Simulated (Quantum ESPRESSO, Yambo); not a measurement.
# A GW chain in Yambo: Diamond (Fd-3m, 2 atoms a cell), part 3 of 3

Wanted: ground state, empty states, screening and self-energy for Diamond (Fd-3m, 2 atoms a cell).

Quantum ESPRESSO 7.5 and Yambo 5.3.0; PBE and many-body steps on it, plane waves. Known limits of the many-body steps: not at the basis limit.

So far. Step 3 (Bands along the symmetry lines): The gap is 4.190 eV, −0.039 eV from the run before at this level. Step 4 (Empty states on the mesh, 8×8×8 mesh, 76 bands): On this mesh the gap is 4.190 eV.

### Step 6. Screening and self-energy, 8×8×8 mesh, 76 bands, screening to 217.7 eV

Now the one-shot GW correction: screening in the RPA, then the self-energy of the levels asked for.

This step: G0W0 on PBE, plane waves, norm-conserving pseudopotentials.

gw3.in

```
HF_and_locXC
gw0
dyson
ppa
em1d
rim_cut
RandQpts= 1000000
RandGvec= 1 RL
EXXRLvcs= 74 Ry
VXCRLvcs= 296 Ry
Chimod= "HARTREE"
% BndsRnXp
 1 | 76 |
%
NGsBlkXp= 16 Ry
% LongDrXp
 1 | 1 | 1 |
%
% GbndRnge
 1 | 76 |
%
DysSolver= "n"
ExtendOut
PPAPntXp= 27.21138 eV
% QPkrange
 1 | 1 | 3 | 6 |
 18 | 18 | 3 | 6 |
%
```

Started as:

```console
OMP_NUM_THREADS=1 mpirun -n 4 yambo -F gw3.in -J gw3 -C gw3 > gw3.log
```

Log:

```text
 Yambo, version 5.3.0

 [02] CORE Variables Setup
 =========================

  [... cell, symmetries and grids as in the set-up ...]

  [02.05] Energies & Occupations
  ==============================

  [X] === General ===
  [X] Electronic Temperature                        :  0.000000  0.000000 [eV K]
  [X] Bosonic    Temperature                        :  0.000000  0.000000 [eV K]
  [X] Finite Temperature mode                       : no
  [X] El. density                                   :  0.70524E+24 [cm-3]
  [X] Fermi Level                                   :  13.35851 [eV]

  [X] === Gaps and Widths ===
  [X] Conduction Band Min                           :  4.190041 [eV]
  [X] Valence Band Max                              :  0.000000 [eV]
  [X] Filled Bands                                  :   4
  [X] Empty Bands                                   :    5   76
  [X] Direct Gap                                    :  5.625541 [eV]
  [X] Direct Gap localized at k                     :  1
  [X] Indirect Gap                                  :  4.190041 [eV]
  [X] Indirect Gap between kpts                     :   1  18
  [X] Last valence band width                       :  8.331933 [eV]
  [X] 1st conduction band width                     :  6.494492 [eV]

 [03] Transferred momenta grid and indexing
 ==========================================

 IBZ Q-points                                      :  29
 BZ  Q-points                                      :   512

 K/Q-points units:
 rlu = crystal or reduced units; cc = cartesian coordinates; iku = interal k-units

 Q [ 1]         [rlu]:  0.000000  0.000000  0.000000
 Q [ 2]         [rlu]: -0.21107E-16 -0.21107E-16  0.12500
 Q [ 3]         [rlu]:  0.24465E-17  0.24465E-17  0.25000
 Q [ 4]         [rlu]: -0.17551E-17 -0.17551E-17  0.37500
 Q [ 5]         [rlu]:  0.84430E-16  0.84430E-16 -0.50000
 Q [ 6]         [rlu]: -0.73783E-17  0.12500      0.12500
 Q [ 7]         [rlu]: -0.62203E-17  0.12500      0.25000
 Q [ 8]         [rlu]:  0.24465E-17  0.12500      0.37500
 Q [ 9]         [rlu]:  0.26352E-18  0.12500      0.50000
 Q [10]         [rlu]:  0.84430E-16  0.12500     -0.37500
     [... 17 further rows ...]
 Q [28]         [rlu]:  0.125000 -0.500000 -0.375000
 Q [29]         [rlu]:  0.250000 -0.500000 -0.250000

 [04] Coloumb potential Random Integration (RIM)
 ===============================================

  [04.01] RIM initialization
  ==========================

  * Diagonal components only detected *

  8 x (sBL volume)        :  0.050630 [a.u.]
  sBZ random points       :  1000000
  Points outside the sBZ  :   7999624
  RL volume               :  3.240325 [a.u.]
  Integrated volume       :  3.240478 [a.u.]

  [04.02] RIM integrals
  =====================

  Gamma point sphere radius             :  0.067105 [a.u.]
  Points outside the sphere             :   799635
  [Int_sBZ(q=0) 1/q^2]*(Vol_sBZ)^(-1/3) =:  7.763403
                                 should be <:  7.795600

  Summary of Coulomb integrals for non-metallic bands |Q|[au] RIM/Bare

  Q [1] 0.100000E-4 0.995870 * Q [2] 0.201827 1.065375
  Q [6] 0.233050 1.063960 * Q [12] 0.329583 1.025361
  Q [7] 0.386470 1.019334 * Q [3] 0.403655 1.016906
  Q [13] 0.466100 1.013461 * Q [11] 0.507921 1.010271
  Q [22] 0.521116 1.010384 * Q [8] 0.570854 1.008637
  Q [4] 0.605482 1.007625 * Q [14] 0.605482 1.007811
  Q [17] 0.659166 1.006086 * Q [23] 0.689372 1.005926
  Q [10] 0.699151 1.005340 * Q [18] 0.699151 1.005850
  Q [25] 0.736970 1.005219 * Q [9] 0.764106 1.004858
  Q [15] 0.772940 1.004778 * Q [5] 0.807310 1.003970
  Q [19] 0.832156 1.004142 * Q [16] 0.832156 1.003775
  Q [27] 0.840275 1.003715 * Q [24] 0.871994 1.003414
  Q [26] 0.895046 1.003562 * Q [21] 0.932201 1.003087
  Q [28] 0.960891 1.002912 * Q [20] 0.988748 1.002677
  Q [29] 1.042232 1.002479

 [05] Dipoles
 ============

  [05.01] Setup: observables and procedures
  =========================================

 [06] Dynamic Dielectric Matrix (PPA)
 ====================================

 [WR./gw3//ndb.pp]---------------------------------------------------------------
  Brillouin Zone Q/K grids (IBZ/BZ)                :    29   512    29   512
  RL vectors                                       :  1211 [WF]
  Coulomb cutoff potential                         : none
  Electronic Temperature                           :  0.000000 [K]
  Bosonic    Temperature                           :  0.000000 [K]
  PPA    diel. fun.  energies                      : Perdew, Burke & Ernzerhof(X)+Perdew, Burke & Ernzerhof(C)
  wavefunctions                                    : Perdew, Burke & Ernzerhof(X)+Perdew, Burke & Ernzerhof(C)
  Global Gauge                                     : length
  X matrix size                                    :   89
  X band range                                     :    1   76
  X e/h energy range                               : -1.000000 -1.000000 [eV]
  X Time ordering                                  : R
  X Hxc Kernel                                     : HARTREE
  X Drude frequency                                :  0.000000  0.000000
  X poles                                          :  100.0000 [o/o]
  RL vectors in the sum                            :  1211
  [r,Vnl] included                                 : yes
  Field direction                                  :  0.577350E-5  0.577350E-5  0.577350E-5
  BZ energy Double Grid                            : no
  BZ energy DbGd points                            : 0
  BZ Q point size factor                           : -1.000000
  X Optical Averaged directions                    : none

 [07] Local Exchange-Correlation + Non-Local Fock
 ================================================

 [VXC] Plane waves :   6615
 [EXS] Plane waves :   893

 QP @ state[ 1 ] K range:  1  1
 QP @ state[ 1 ] b range:   3   6
 QP @ state[ 2 ] K range:  18  18
 QP @ state[ 2 ] b range:   3   6

 [xc] Functional : Perdew, Burke & Ernzerhof(X)+Perdew, Burke & Ernzerhof(C)
 [xc] LIBXC used to calculate xc functional
  PP Number of Atomic Species                      :  1
  NLCC RL compoments                               :   6615
  PP Number of Atomic Species                      :  1
  NLCC RL compoments                               :   6615

 [xc] E_xc :  -3.558532 [Ha]
      E_xc :  -7.117063 [Ry]

  Local XC kind (lXC) : Perdew, Burke & Ernzerhof(X)+Perdew, Burke & Ernzerhof(C)
  Non-Local XC kind (nlXC) : Hartree-Fock

  Corrections @ K [1] :  [eV]
 <3|nlXC|3> = -19.19680 -0.96837E-17 <3|lXC|3> = -16.96249  0.94408E-16
 <4|nlXC|4> = -19.19680  0.12451E-16 <4|lXC|4> = -16.96249  0.000000
 <5|nlXC|5> = -9.589921 -0.60631E-17 <5|lXC|5> = -15.64309  0.56645E-15
 <6|nlXC|6> = -9.589921  0.42564E-18 <6|lXC|6> = -15.64309 -0.11801E-16

  Corrections @ K [18] :  [eV]
 <3|nlXC|3> = -20.40508  0.50683E-17 <3|lXC|3> = -15.96855  0.16521E-15
 <4|nlXC|4> = -20.40512  0.73321E-17 <4|lXC|4> = -15.96855 -0.47204E-16
 <5|nlXC|5> = -8.709005  0.24042E-17 <5|lXC|5> = -14.09411 -0.18882E-15
 <6|nlXC|6> = -7.330674  0.32757E-17 <6|lXC|6> = -13.23823  0.18882E-15

 [08] Dyson equation: Newton solver
 ==================================

  [08.01] G0W0 (W PPA)
  ====================

  [  GW  ] Bands range     :    1   76
  [GW/PPA] G damping       :  0.100000 [eV]

  QP @ state[ 1 ] K range:  1  1
  QP @ state[ 1 ] b range:   3   6
  QP @ state[ 2 ] K range:  18  18
  QP @ state[ 2 ] b range:   3   6

   Sc/G bands                                       :    1   76
   Sc/G damping                                     :  0.100000 ev
   Sc bands terminator                              : no
   Sx RL components                                 :   893

   QP @ state[ 1 ] K range                          :  1  1
   QP @ state[ 1 ] b range                          :   3   6
   QP @ state[ 2 ] K range                          :  18  18
   QP @ state[ 2 ] b range                          :   3   6
   GF energies kind                                 : Perdew, Burke & Ernzerhof(X)+Perdew, Burke & Ernzerhof(C)
   GF WF`s kind                                     : Perdew, Burke & Ernzerhof(X)+Perdew, Burke & Ernzerhof(C)
   Xs energies kind                                 : Perdew, Burke & Ernzerhof(X)+Perdew, Burke & Ernzerhof(C)
   Xs WF`s kind                                     : Perdew, Burke & Ernzerhof(X)+Perdew, Burke & Ernzerhof(C)

 [11] Game Over & Game summary
```

The job ended after 85 s (4 MPI ranks of Arm Neoverse V1, shared host; peak memory 1.2 GiB; 5.6 min of CPU time).

Numbers from this step:

```
G0W0 gap on the points computed              : 5.446 eV
starting gap on the mesh                     : 4.190 eV
k of the valence top                         : 0, 0, 0
k of the conduction bottom                   : 0, 0.375, 0.375
least direct G0W0 gap on the computed points : 7.366 eV
Z at the valence top                         : 0.8309
Z at the conduction bottom                   : 0.8412
```

The gap on the mesh goes from 4.19 eV to 5.45 eV, a correction of +1.26 eV. The start differs from the 4.23 eV found before because the two sample other k points.

Limits: finite bands, cutoff and mesh. v1 is the top filled band, c1 the lowest empty one. Levels before and after the correction, in eV, zero at the valence-band top of each column:

```tsv
	conduction bottom	valence top
Kohn-Sham	4.19	0.00
G0W0	5.45	0.00
```

```tsv
	level	energy (eV)
Kohn-Sham	Γ v2-v1	0.000
Kohn-Sham	Γ c1-c2	5.626
Kohn-Sham	(0 0.375 0.375) v2-v1	-5.754
Kohn-Sham	(0 0.375 0.375) c1	4.190
Kohn-Sham	(0 0.375 0.375) c2	6.803
G0W0	Γ v2-v1	0.000
G0W0	Γ c1-c2	7.366
G0W0	(0 0.375 0.375) v2-v1	-6.130
G0W0	(0 0.375 0.375) c1	5.446
G0W0	(0 0.375 0.375) c2	8.041
```

### Step 7. Where the time went

Times are wall times on the hardware named with each run, good to a factor of about two.

```tsv
step	time	share	memory (GiB)
ground state	2.1 s	2 %	0.17
bands along the symmetry lines	1.2 s	1 %	0.05
empty states on the mesh	4.2 s	4 %	0.18
conversion and set-up	1.7 s	2 %	0.23
screening and self-energy	85 s	90 %	1.2
```

### Step 8. Results

```
PBE gap              : 4.19 eV, indirect
G0W0 gap on the mesh : 5.45 eV
GW settings          : 8×8×8 mesh, 76 bands, screening to 217.7 eV, Godby-Needs plasmon pole
known limits         : not at the basis limit
```

What this shows: G0W0 moves the gap on the mesh from 4.19 eV to 5.45 eV (+1.26 eV), with Z of 0.83 and 0.84 at the edges. Only 2 of the mesh's irreducible points were corrected, so a valley elsewhere could overtake. The dearest step here is «screening and self-energy». Against experiment, by G0W0@PBE: the gap of 5.45 eV lies −0.05 eV from the measured 5.5 eV (kind not stated, quoted 2019); the gap of 5.45 eV lies −0.02 eV from the measured 5.47 eV (kind not stated, quoted 2024). The calculation has static nuclei and no excitons; a measured gap holds zero-point and thermal motion, which mostly lowers it. Bands and cutoff are finite, so the gap is not at the basis limit. The miss can reach some tenths of an eV and take either sign; the mesh is an error of its own. In the G0W0 run levels were corrected at 2 k points alone, so a gap called «on the mesh» is the least over those, and an edge elsewhere would be missed.

[Paths, hosts, dates, memory and timing lines, banners, echoed tables and standing remarks are left out of the program output.]

[Logs are printed without paths, hosts, clocks, repeated set-up lines and the standing remarks that a program may print on its own settings, such as how far it seeks lower states.]

[Runs of the session that timed out or met a known fault of the program may be left out.]

[Hosts, paths, dates, database ids (printed as entryN), source tags and the programs' standing remarks are cut or masked in the printed files.]
